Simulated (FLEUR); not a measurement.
# Mn3GaC: parallel and opposed starts, part 2 of 2

A self-consistent run ends on one state, which hangs on the start. Several orders of Mn3GaC are started in FLEUR and their energies compared.

FLEUR MaX-R8.1; PBEsol; all-electron FLAPW, Dirac cores, scalar-relativistic bands.

So far. Step 2 (Order 1, typed as ferro +++): After 49 cycles the largest moment stands at 1.91 μB. Step 3 (Order 2, typed as ferri ++-): It lies 18.9 meV a seeded atom over the first start, and its largest moment is 2.39 μB against 1.91 μB.

## Step 4: Start 3: no spin polarisation

A spinless run gives the zero against which the gain from the moments is read.

inp.xml

```
<?xml version="1.0" encoding="UTF-8" standalone="no"?>
<fleurInput fleurInputVersion="0.39">
   <comment>
      Mn3GaC
   </comment>
   <calculationSetup>
      <cutoffs Kmax="4.4" Gmax="13.2" GmaxXC="13.2" numbands="0"/>
      <scfLoop itmax="90" minDistance="0.00002" maxIterBroyd="15" imix="Anderson" alpha="0.05" precondParam="0.0" spinf="2.0" sdNocoIR="T"/>
      <coreElectrons ctail="T" frcor="F" kcrel="0" coretail_lmax="0"/>
      <xcFunctional name="PBEs" relativisticCorrections="F"/>
      <magnetism jspins="1"/>
      <soc l_soc="F" theta="0.0" phi="0.0" spav="F"/>
      <expertModes spex="0" secvar="F"/>
      <geometryOptimization l_f="F" forcealpha="1.0" forcemix="BFGS" epsdisp="0.00001" epsforce="0.00001"/>
      <ldaU l_linMix="F" mixParam="0.05" spinf="1.0"/>
   </calculationSetup>
   <cell>
      <bzIntegration valenceElectrons="62.0" mode="hist" fermiSmearingEnergy="0.00110248">
         <kPointListSelection listName="default-1"/>
         <xi:include xmlns:xi="http://www.w3.org/2001/XInclude" href="kpts.xml"> </xi:include>
      </bzIntegration>
      <xi:include xmlns:xi="http://www.w3.org/2001/XInclude" href="sym.xml"> </xi:include>
      <bulkLattice scale="1.0">
         <bravaisMatrix>
            <row-1>    7.3623729814415997     0.0000000000000000     0.0000000000000000</row-1>
            <row-2>    0.0000000000000000     7.3623729814415997     0.0000000000000000</row-2>
            <row-3>    0.0000000000000000     0.0000000000000000     7.3623729814415997</row-3>
         </bravaisMatrix>
      </bulkLattice>
   </cell>
   <atomSpecies>
      <species name="Manganese (Mn)" element="Mn" atomicNumber="25">
         <mtSphere radius="2.29" gridPoints="757" logIncrement="0.016"/>
         <atomicCutoffs lmax="8" lnonsphr="6"/>
         <electronConfig flipSpins="F">
            <coreConfig>(1s1/2) (2s1/2) (2p1/2) (2p3/2)</coreConfig>
            <valenceConfig>(3s1/2) (3p1/2) (3p3/2) (4s1/2) (3d3/2) (3d5/2)</valenceConfig>
            <stateOccupation state="(3d3/2)" spinUp="1.000000" spinDown="1.000000"/>
            <stateOccupation state="(3d5/2)" spinUp="1.500000" spinDown="1.500000"/>
         </electronConfig>
         <energyParameters s="4" p="4" d="3" f="4"/>
         <lo type="SCLO" l="0" n="3" eDeriv="0"/>
         <lo type="SCLO" l="1" n="3" eDeriv="0"/>
      </species>
      <species name="Gallium (Ga)" element="Ga" atomicNumber="31">
         <mtSphere radius="2.78" gridPoints="919" logIncrement="0.014"/>
         <atomicCutoffs lmax="10" lnonsphr="8"/>
         <electronConfig flipSpins="F">
            <coreConfig>(1s1/2) (2s1/2) (2p1/2) (2p3/2) (3s1/2) (3p1/2) (3p3/2)</coreConfig>
            <valenceConfig>(4s1/2) (3d3/2) (3d5/2) (4p1/2) (4p3/2)</valenceConfig>
            <stateOccupation state="(4p1/2)" spinUp="0.166667" spinDown="0.166667"/>
            <stateOccupation state="(4p3/2)" spinUp="0.333333" spinDown="0.333333"/>
         </electronConfig>
         <energyParameters s="4" p="4" d="3" f="4"/>
      </species>
      <species name="Carbon (C)" element="C" atomicNumber="6">
         <mtSphere radius="1.3" gridPoints="431" logIncrement="0.024"/>
         <atomicCutoffs lmax="6" lnonsphr="4"/>
         <electronConfig flipSpins="F">
            <coreConfig>(1s1/2)</coreConfig>
            <valenceConfig>(2s1/2) (2p1/2) (2p3/2)</valenceConfig>
            <stateOccupation state="(2p1/2)" spinUp="0.333333" spinDown="0.333333"/>
            <stateOccupation state="(2p3/2)" spinUp="0.666667" spinDown="0.666667"/>
         </electronConfig>
         <energyParameters s="2" p="2" d="3" f="4"/>
      </species>
   </atomSpecies>
   <atomGroups>
      <atomGroup species="Manganese (Mn)">
         <relPos label="                   1">.0000000000 1.000/2.000 1.000/2.000</relPos>
         <relPos label="                   2">1.000/2.000 .0000000000 1.000/2.000</relPos>
         <relPos label="                   3">1.000/2.000 1.000/2.000 .0000000000</relPos>
         <force calculate="T" relaxXYZ="TTT"/>
      </atomGroup>
      <atomGroup species="Gallium (Ga)">
         <relPos label="                   4">.0000000000 .0000000000 .0000000000</relPos>
         <force calculate="T" relaxXYZ="TTT"/>
      </atomGroup>
      <atomGroup species="Carbon (C)">
         <relPos label="                   5">1.000/2.000 1.000/2.000 1.000/2.000</relPos>
         <force calculate="T" relaxXYZ="TTT"/>
      </atomGroup>
   </atomGroups>
   <output dos="F" band="F" slice="F">
      <bandDOS minEnergy="-.5*Htr" maxEnergy="0.5*Htr" sigma="0.015" storeEVData="T"/>
      <plotting iplot="0" polar="F">
         <plot TwoD="T" vec1="  1.0  0.0  0.0" vec2="  0.0  1.0  0.0" vec3="  0.0  0.0  1.0" zero="  0.0  0.0  0.0" file="plot"/>
      </plotting>
      <moessbauerParams electricFieldGradient="F" isomerShift="F" coreHyperfine="F" valenceHyperfine="F"/>
   </output>
</fleurInput>
```

crystal.txt

```
Mn3GaC
&input film=F cartesian=F /
3.89600000000  0.00000000000  0.00000000000
0.00000000000  3.89600000000  0.00000000000
0.00000000000  0.00000000000  3.89600000000
1.8897261246
1.0 1.0 1.0

5
25 0.00000000000  0.50000000000  0.50000000000
25 0.50000000000  0.00000000000  0.50000000000
25 0.50000000000  0.50000000000  0.00000000000
31 0.00000000000  0.00000000000  0.00000000000
6 0.50000000000  0.50000000000  0.50000000000

&kpt div1=8 div2=8 div3=8 gamma=T /
```

Started as:

```
$ OMP_NUM_THREADS=1 inpgen -f crystal.txt > inpgen.log  # inp.xml is then edited as shown
$ OMP_NUM_THREADS=1 mpirun -n 4 fleur_MPI > fleur.log
```

Output:

```text
[banner, memory and clock lines left out]
Welcome to FLEUR        (www.flapw.de)
      MaX-Release 8.1          (www.max-centre.eu)

 ========== k-point set info ==========
 Selected k-point list: default-1
 k-point list type: mesh
 0 x 0 x 0
 Number of k points: 36

 [... set-up left out ...]
 Iteration:     1   Distance:      22.91275836 me/bohr^3
 Iteration:     2   Distance:      19.40092431 me/bohr^3
 Iteration:     3   Distance:       9.11129085 me/bohr^3
 Iteration:     4   Distance:       8.26752807 me/bohr^3
 Iteration:     5   Distance:       6.51294711 me/bohr^3
[...]
<FermiEnergy value="0.4195865042" units="Htr"/>
         [... left out ...]
         <totalEnergy value="    -5453.2460576619" units="Htr">
            <sumOfEigenvalues value="    -3134.6249161053">
               <coreElectrons value="-3102.8444270845"/>
               <valenceElectrons value="-31.7804890208"/>
            </sumOfEigenvalues>
         [... left out ...]
            <freeEnergy value="-5453.2473170627"/>
            <extrapolationTo0K value="-5453.2466873623"/>
         </totalEnergy>
         <densityConvergence units="me/bohr^3">
            <chargeDensity spin="1" distance="0.0000087855"/>
         </densityConvergence>
      </iteration>
```

Wall time 32 s (4 MPI ranks of Intel Xeon Platinum 8375C at 2.90GHz (Ice Lake), shared host); peak memory 0.29 GiB; 2.1 min of CPU time.

This step gave:

- free energy: -148390.4190 eV
- program's band gap on this mesh (in a metal only a level spacing): 0 eV
- final state: non-magnetic (no spin polarisation)

It lies 202 meV a seeded atom over the first start.

## Step 5: The states side by side

Free energies are divided by the number of seeded atoms.

Orders:

```tsv
start	final state	typed order kept	energy over the lowest (meV a seeded atom)	largest sphere moment (μB)	net moment (μB a primitive cell)	mesh matched	CPU time (s)
ferro +++	ferromagnetic, with opposed induced moments	yes	0	1.907	5.5	yes	558.1
ferri ++-	ferrimagnetic	yes	18.91	2.388	0.6359	yes	857.9
no spin polarisation	non-magnetic	-	202.4	0	0	yes	127.4
```

## Step 6: Summary of results

```json
{"lowest state found": "ferromagnetic (typed ferro +++)", "largest site spin moment": "1.91 μB", "next finished state": "ferrimagnetic, 18.9 meV a seeded atom higher", "energy gained by spin polarisation": "202 meV a seeded atom"}
```

In words: The lowest state found is ferromagnetic, reached from the start ferro +++, with moments up to 1.91 μB. The next finished state costs 19 meV a seeded atom. Only 3 starts were tried; other patterns of signs, canted and longer-period orders were not.

[Logs and program files are shortened in this print: banners, set-up blocks, solver, clock and traceback lines can be left out without a mark of their own.]

[Logs are printed without paths, hosts, clocks, repeated set-up lines and the standing remarks that a program may print on its own settings, such as how far it seeks lower states.]

[Hosts, paths, dates, database ids (printed as entryN), source tags and the programs' standing remarks are cut or masked in the printed files.]

[Where a cell is said to come from a database of computed structures, the database is the Materials Project.]
